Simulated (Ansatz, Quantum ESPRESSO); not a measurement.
# MgHF (P3m1): Raman and infrared activity, part 3 of 3

Aim: Raman and infrared lines of MgHF (P3m1).

Quantum ESPRESSO 8.0 development, patched; DFT LDA, scalar-relativistic, plane waves, PseudoDojo norm-conserving pseudopotentials.

So far, highest mode moved by the LO-TO term (cm⁻¹): step 8 (modes along a direction of q (1 0 0)) 1167; step 9 (q direction 0×0×1) 1089; step 10 (q direction 1×1×1) 1136.

The structure was built from a prototype and need not be the compound's stable phase.

## 11. Cross-check with Ansatz

A second program on the same cell, potentials, cutoff and meshes tests the implementation of the phonon response, not its convergence. Its field response is summed in its own way. Its k mesh is centred on Γ.

This step: DFT LDA, scalar-relativistic, plane waves, PseudoDojo norm-conserving pseudopotentials (Ansatz 0.2.0).

input.yaml reads:

```yaml
crystal:
  lattice:
    - [3.0051217912, 0.0, 0.0]
    - [-1.5025608931, 2.6025118141, 0.0]
    - [0.0, 0.0, 4.265852194]
  atoms:
    - { symbol: Mg, position: [0.0, 0.0, -0.0025892445] }
    - { symbol: F, position: [0.3333333333, 0.6666666667, 0.2202722122] }
    - { symbol: H, position: [0.6666666667, 0.3333333333, 0.7823170323] }
kpoints:
  mp_grid: { grid: [9, 9, 4] }
hamiltonian:
  xc: lda
  pseudopotentials: { kind: nc, accuracy: standard }
scf:
  occupations: { method: fixed }
output:
  eigenvalues: true
basis:
  ecutwfc: 1142.878
phonons:
  method: dfpt
  dielectric: true
  rigid_motions: translations
  raman: true
```

The run is started by

```sh
> ansatz run input.yaml --threads 4 --pin off --max-ram 16384MiB --backend cpu --events-out ev --progress --plain --runs-dir out
```

The log of the run:

```text
Warning: basis.ecutwfc = 1142.878 eV is below the records' recommended 1142.878222 eV, and the density's cutoff is lower with it unless basis.ecutrho_ratio is high enough to keep the records' density cutoff: compare with a run at a higher cutoff
Engine: ansatz 0.2.0, x86_64-unknown-linux-gnu
Pseudopotentials: kind: nc
Pseudopotential: Mg, nc, valence charge 10, recommended cutoff 1142.878222 eV (normal), Mg.nc.azcp (PseudoDojo's, or run here from an input of PseudoDojo's; its table is named by hamiltonian.pseudopotentials.accuracy)
Pseudopotential: F, nc, valence charge 7, recommended cutoff 1142.878222 eV (normal), F.nc.azcp (PseudoDojo's, or run here from an input of PseudoDojo's; its table is named by hamiltonian.pseudopotentials.accuracy)
Pseudopotential: H, nc, valence charge 1, recommended cutoff 1006.821291 eV (normal), H.nc.azcp (PseudoDojo's, or run here from an input of PseudoDojo's; its table is named by hamiltonian.pseudopotentials.accuracy)
Functional definition: SPW92
  exchange = slater_x
  correlation = pw_c
Crystal: 3 atoms, lattice volume = 33.363 Å³
Basis set: ecut = 1142.878 eV, 2933 PW (Γ), exchange–correlation on 72×72×96 points (8 copies of the dense FFT grid, shifted against one another)
Bands: 13, of which v1, the nominal top of the filled ones, is band 9 counted from 1 (8 counted from 0)
Symmetry: 6 space group operations
k-points: 95 of 324 (irreducible under 2 space group operations, time reversal used)
Non-local potential: Mg, projectors of the file, l = 0: 2, l = 1: 2
Non-local potential: F, projectors of the file, l = 0: 2, l = 1: 2, l = 2: 1
Non-local potential: H, projectors of the file, l = 0: 2, l = 1: 1
Initial density: superposition of atomic densities (chi_scale 0.1, normalization cell, long waves kept (reshape's long-wave potential 0.16 eV rms))
Initial wavefunctions: pseudopotential atomic-orbital guess
Functional: x = slater, c = lda
SCF iter   1: F=—  HF=-2304.967835 eV  |F-HF|=—  |Δ(HF+E_count)|=         —  Δρ=2.16e-1  dr2=1.38e1  ethr=3.10e-3  ⟨swp⟩=5.0  Hψ=6616  notcnv=0  defer=190
preconditioner: auto → none  [insulator: Δε(μ)=3.233 eV  Ē_g=14.438 eV  n_scr=8 (ndim 8)  ℏωp=20.3 eV  f_vac=0.000  ε∞_Penn≈3.0]
SCF iter   2: F=—  HF=-2301.666191 eV  |F-HF|=—  |Δ(HF+E_count)|=    3.30e0  Δρ=1.36e-1  dr2=3.62e0  ethr=3.10e-3  ⟨swp⟩=4.6  Hψ=4172  notcnv=0  defer=190
SCF iter   3: F=—  HF=-2300.535751 eV  |F-HF|=—  |Δ(HF+E_count)|=    1.13e0  Δρ=2.54e-2  dr2=1.39e-1  ethr=3.10e-3  ⟨swp⟩=2.9  Hψ=2785  notcnv=0  defer=190
SCF iter   4: F=—  HF=-2300.485265 eV  |F-HF|=—  |Δ(HF+E_count)|=   5.05e-2  Δρ=8.39e-3  dr2=1.04e-2  ethr=7.72e-4  ⟨swp⟩=2.9  Hψ=2924  notcnv=0  defer=190
SCF iter   5: F=—  HF=-2300.482470 eV  |F-HF|=—  |Δ(HF+E_count)|=   2.80e-3  Δρ=1.69e-3  dr2=4.00e-4  ethr=5.79e-5  ⟨swp⟩=2.4  Hψ=2164  notcnv=0  defer=190
SCF iter   6: F=—  HF=-2300.482411 eV  |F-HF|=—  |Δ(HF+E_count)|=   5.84e-5  Δρ=2.30e-4  dr2=1.36e-5  ethr=2.22e-6  ⟨swp⟩=2.2  Hψ=1699  notcnv=0  defer=190
SCF iter   7: F=—  HF=-2300.482408 eV  |F-HF|=—  |Δ(HF+E_count)|=   3.37e-6  Δρ=5.15e-5  dr2=9.80e-7  ethr=7.55e-8  ⟨swp⟩=2.4  Hψ=1616  notcnv=0  defer=60
SCF iter   8: F=—  HF=-2300.482408 eV  |F-HF|=—  |Δ(HF+E_count)|=   2.17e-7  Δρ=5.73e-6  dr2=1.16e-8  ethr=5.45e-9  ⟨swp⟩=2.3  Hψ=1631  notcnv=0
SCF iter   9: F=—  HF=-2300.482408 eV  |F-HF|=—  |Δ(HF+E_count)|=   1.99e-9  Δρ=1.41e-6  dr2=6.00e-10  ethr=6.42e-11  ⟨swp⟩=2.5  Hψ=1943  notcnv=0
SCF iter  10: F=-2300.482408 eV  HF=-2300.482408 eV  |F-HF|=1.36e-11  |Δ(HF+E_count)|=  1.90e-10  Δρ=3.11e-7  dr2=1.57e-11  ethr=1.00e-12  ⟨swp⟩=9.3  Hψ=8269  notcnv=0
SCF 1 converged in 10 iterations: F = -2300.482408 eV  dr2 = 1.57e-11
NSCF: frozen V_eff on 4 k-points
DFPT response loops at Γ: preconditioner auto → none (the input reference at scf.mixing.eps_inf says where Resta's filter doesn't serve); β = 0.50; Broyden in place of MSR1
── the response to a field inside a basis, on 12×12×8 k-points: an SCF that follows is theirs, and a resumed run solves both again ──
Bands: 10, of which v1, the nominal top of the filled ones, is band 9 counted from 1 (8 counted from 0)
k-points: 312 of 1152 (irreducible under 2 space group operations, time reversal used)
Initial density: handed on by an earlier stage of this run
Initial wavefunctions: pseudopotential atomic-orbital guess (no wavefunctions were taken with the density)
Eigensolver: Dense (312 Hₖ)
SCF iter   1: F=—  HF=-2300.480157 eV  |F-HF|=—  |Δ(HF+E_count)|=         —  Δρ=1.09e-4  dr2=2.90e-7  ethr=1.00e-1
preconditioner: auto → none  [insulator: Δε(μ)=4.629 eV  Ē_g=10.070 eV  n_scr=8 (ndim 8)  ℏωp=18.2 eV  f_vac=0.090  ε∞_Penn≈4.3]
SCF iter   2: F=—  HF=-2300.480157 eV  |F-HF|=—  |Δ(HF+E_count)|=   5.71e-7  Δρ=5.42e-5  dr2=7.16e-8  ethr=1.61e-9
SCF iter   3: F=—  HF=-2300.480158 eV  |F-HF|=—  |Δ(HF+E_count)|=   1.96e-7  Δρ=2.83e-6  dr2=1.65e-9  ethr=3.98e-10
SCF iter   4: F=-2300.480158 eV  HF=-2300.480158 eV  |F-HF|=4.82e-11  |Δ(HF+E_count)|=  4.62e-10  Δρ=7.24e-7  dr2=6.93e-11  ethr=9.19e-12
SCF 1 converged in 4 iterations: F = -2300.480158 eV  dr2 = 6.93e-11
DFPT response loops at Γ: mixed as the last ones told, above
DFPT response loops at Γ: mixed as the last ones told, above
SCF converged after 10 iterations
Free energy (F): -2300.482408 eV
Harris-Foulkes:  -2300.482408 eV  (|F-HF|=1.36e-11)
Internal energy: -2300.482408 eV  (E = F + TS)
E sigma→0 (E₀):  -2300.482408 eV
Fermi energy:    2.452986 eV
--- Per-component energies (eV) ---
  E_band       = -416.339953
  E_kinetic    = 1378.826292
  E_local      = -2615.581856  (includes V_loc(G=0)·N_el)
  E_nonlocal   = -572.001024
  E_hartree    = 924.640942
  E_xc         = -367.508337
  E_vxc        = -456.865408  (∫ρ·V_xc dr)
  E_ewald      = -1048.858425
  E_smearing   = -0.000000  (= −TS)
  E_closure    = -0.000000  (closes the sum)
  Σ components = -2300.482408   (vs F -2300.482408, Δ=0.00e0)
--- Band table (eV; the first three rows and the last of 95) ---
  k-point 0: bands = [... 5 lower, -2.5938, -1.3491, -1.3491, -0.5899, 9.9685, 11.3570, 16.8354, 18.0962]
  k-point 1: bands = [... 5 lower, -3.1047, -1.3465, -1.3465, 0.2619, 8.0397, 13.8595, 17.0077, 18.2821]
  k-point 2: bands = [... 5 lower, -3.4481, -1.3439, -1.3439, 1.0328, 6.8976, 16.2595, 17.4123, 18.4994]
  k-point 94: bands = [... 5 lower, -2.8753, -2.0497, -1.9155, 1.7511, 9.4761, 10.7921, 12.2486, 14.5657]
--- Phonons (Γ-DFPT): 6 representative perturbations + reference, on 95 of 324 k-points (Σ response iterations 19) ---
  k mesh reduced under 2 symmetry operations, with k and −k counted as one. Each operation leaves every solved perturbation unchanged. A smaller set is not considered because the run solves the response to a homogeneous field
  ASR residual: 4.842e-4 → 0.000e0 eV/Å²; symmetrization residual: 1.901e-6 eV/Å²
  ASR residual per site (eV/Å²): 4.84e-4 2.53e-4 4.38e-5
  Γ frequencies (cm⁻¹): 0.00 0.00 0.00 368.45 368.45 404.33 949.63 949.63 1029.37
  ε∞ (high-frequency dielectric tensor):
        2.806454     0.000000     0.000000
        0.000000     2.806454     0.000000
        0.000000     0.000000     2.298993
  ε⁰ (static dielectric tensor: ions relaxed, cell fixed):
        6.062058     0.000000     0.000000
        0.000000     6.062058    -0.000000
        0.000000    -0.000000     3.829383
  ε⁰ − ε∞ (ionic part):
        3.255604     0.000000     0.000000
        0.000000     3.255604    -0.000000
        0.000000    -0.000000     1.530390
  softest optical mode at Γ: 368.45 cm⁻¹; the repairs (sum rule, projections) moved no ω² at Γ by more than (4.05 cm⁻¹)²
  Born effective charges Z* (e; rows j = field, columns β = displacement):
    site 0:
         2.01371    0.00000    0.00000
         0.00000    2.01371    0.00000
         0.00000    0.00000    1.47238
    site 1:
        -1.14454   -0.00000   -0.00000
        -0.00000   -1.14454   -0.00000
        -0.00000   -0.00000   -1.05621
    site 2:
        -0.86917   -0.00000    0.00000
        -0.00000   -0.86917    0.00000
         0.00000    0.00000   -0.41617
  Z* charge neutrality: 8.408e-4 e pre-enforcement
  solved inside a basis spanned on kpoints, on 12×12×8 k-points: ε∞ is read to err by 5.5e-3, Z* by 1.2e-2 e (field_mesh: kpoints solves on kpoints); Z* is corrected for what the basis lacks
  Raman tensors (in the event stream and the table raman_tensors.tsv): an entry may err by 1.3e-3 Å², one of the second-order susceptibility by 2.1e-3 pm/V (basis, points and sum rule); their sum over the sites missed zero by 3.226e-5 Å² ahead of its enforcement
  optical modes at Γ without the LO–TO term, one row a degenerate level:
      ω (cm⁻¹)  modes    IR ((D/Å)²/amu)  static Raman (Å⁴/amu)  depolarisation
        368.45      2             8.2208                 0.5453           0.750
        404.33      1             3.2818                 0.6251           0.004
        949.63      2            37.2398                 9.1370           0.750
       1029.37      1             4.0947               141.0347           0.004
  optical modes at Γ + LO–TO along q̂ = [1.0000, 0.0000, 0.0000]:
      ω (cm⁻¹)  modes    IR ((D/Å)²/amu)  static Raman (Å⁴/amu)  depolarisation
        368.45      1             4.1104                 0.2727           0.750
        404.33      1             3.2818                 0.6251           0.004
        440.79      1             1.5583                 1.3471           0.750
        949.63      1            18.6199                 4.5685           0.750
       1029.37      1             4.0947               141.0347           0.004
       1166.63      1            21.1720                 0.6896           0.750
  optical modes at Γ + LO–TO along q̂ = [0.0000, 1.0000, 0.0000]:
      ω (cm⁻¹)  modes    IR ((D/Å)²/amu)  static Raman (Å⁴/amu)  depolarisation
        368.45      1             4.1104                 0.2727           0.750
        404.33      1             3.2818                 0.6251           0.004
        440.79      1             1.5583                 1.3471           0.750
        949.63      1            18.6199                 4.5685           0.750
       1029.37      1             4.0947               141.0347           0.004
       1166.63      1            21.1720                 0.6896           0.750
  optical modes at Γ + LO–TO along q̂ = [0.0000, 0.0000, 1.0000]:
      ω (cm⁻¹)  modes    IR ((D/Å)²/amu)  static Raman (Å⁴/amu)  depolarisation
        368.45      2             8.2208                 0.5453           0.750
        493.53      1             2.4973                 8.1117           0.002
        949.63      2            37.2398                 9.1370           0.750
       1088.41      1             4.8792               112.9582           0.004
```

It took 2.6 min on 4 threads of Intel Xeon Platinum 8375C at 2.90GHz (Ice Lake), shared host; peak memory 2.1 GiB.

This step gave:

| Item | Value |
| --- | --- |
| sum-rule residual before enforcement | 4.84e-4 eV/Å² |
| miss of the charge sum rule | 8.41e-4 e |
| estimated error of the dielectric tensor | 0.005547 |
| estimated error of the Born charges | 0.01158 e |
| highest optical zone-centre mode (no LO-TO term) | 1029 cm⁻¹ |
| lowest optical zone-centre mode | 368.4 cm⁻¹ |
| mean high-frequency dielectric constant | 2.637 |
| mean static dielectric constant | 5.318 |
| highest mode moved by the LO-TO term | 1167 cm⁻¹ |

Transverse modes. Lines of the infrared spectrum (strongest = 100):

```
position (cm⁻¹)  label  IR intensity ((D/Å)²/amu), degenerate modes summed, relative
            368      E                                                            22
            404     A1                                                           8.8
            950      E                                                           100
           1029     A1                                                            11
```

Activity x (w_L - w)^4 (n + 1)/w, 532 nm, 300 K. Lines of the Raman spectrum (strongest = 100):

| position (cm⁻¹) | label | Stokes intensity, strongest 100 |
| --- | --- | --- |
| 368 | E | 1.5 |
| 404 | A1 | 1.5 |
| 950 | E | 7.2 |
| 1029 | A1 | 100 |

## 12. Side by side: QE PseudoDojo and Ansatz, PseudoDojo

Worked out from the results:

* root-mean-square difference: 0.25 cm⁻¹
* largest difference: 0.47 cm⁻¹

Frequencies side by side, by row:

```
q (reciprocal lattice)  mode  QE PseudoDojo (cm⁻¹)  Ansatz, PseudoDojo (cm⁻¹)
                 0 0 0     1                     0                          0
                 0 0 0     2                     0                          0
                 0 0 0     3                     0                          0
                 0 0 0     4                 368.5                      368.4
                 0 0 0     5                 368.5                      368.4
                 0 0 0     6                 404.6                      404.3
                 0 0 0     7                 949.9                      949.6
                 0 0 0     8                 949.9                      949.6
                 0 0 0     9                  1030                       1029
```

The two runs side by side. Further quantities:

| quantity | QE PseudoDojo | Ansatz, PseudoDojo |
| --- | --- | --- |
| mean ε∞ | 2.638 | 2.637 |
| largest Born charge in size (e; the first before, the second after the charge sum rule) | 1.833 | 1.833 |
| summed IR intensity ((D/Å)²/amu) | 52.81 | 52.84 |
| summed Raman activity (Å⁴/amu) | 150.7 | 151.3 |

At the zone centre the largest difference (acoustic modes at Γ apart) is 0.05 % of the highest mode.

## 13. What came out

| Quantity | Value |
| --- | --- |
| space group after relaxation | P3m1 |
| volume per atom | 11.1 Å³ |
| gap on the k-mesh | 4.44 eV |
| highest optical zone-centre mode (no LO-TO term) | 1030 cm⁻¹ |
| lowest optical zone-centre mode | 368.5 cm⁻¹ |
| highest mode moved by the LO-TO term | 1167 cm⁻¹ |
| mean high-frequency dielectric constant | 2.64 |
| largest Born charge in size (third of the trace) | 1.83 e |
| mean static dielectric constant | 5.32 |
| imaginary optical modes at the zone centre (no q mesh in this session) | none |
| largest difference from Ansatz, PseudoDojo | 0.47 cm⁻¹ |

In words: The largest Raman activity of MgHF (P3m1) lies at 1030 cm⁻¹ and the strongest infrared line at 950 cm⁻¹ (transverse modes). At the LDA level the optical modes of MgHF (P3m1) at the zone centre (no LO-TO term) run from 368 to 1030 cm⁻¹. Along the directions run, the highest mode that the macroscopic field moves lies at 1167 cm⁻¹. Lattice motion raises the mean dielectric constant from 2.638 to 5.316. Of the 6 optical modes, 6 are both infrared and Raman active. QE PseudoDojo and Ansatz, PseudoDojo agree to 0.47 cm⁻¹ (0.05 % of the highest mode compared) on all solved modes but the acoustic ones at Γ, without the LO-TO term. These are harmonic frequencies at zero temperature: anharmonic shifts and linewidths and thermal expansion are left out. The build is a development version in which the Raman tensors of release 7.5 are mended; dynmat.x leaves out the electro-optic term of LO lines. The structure is a hypothetical one, built on a prototype.

[Host names and launcher messages were left out of these logs when they were recorded.]

[Logs are printed without paths, hosts, clocks, repeated set-up lines and the standing remarks that a program may print on its own settings, such as how far it seeks lower states.]

[Hosts, paths, dates, database ids (printed as entryN), source tags and the programs' standing remarks are cut or masked in the printed files.]
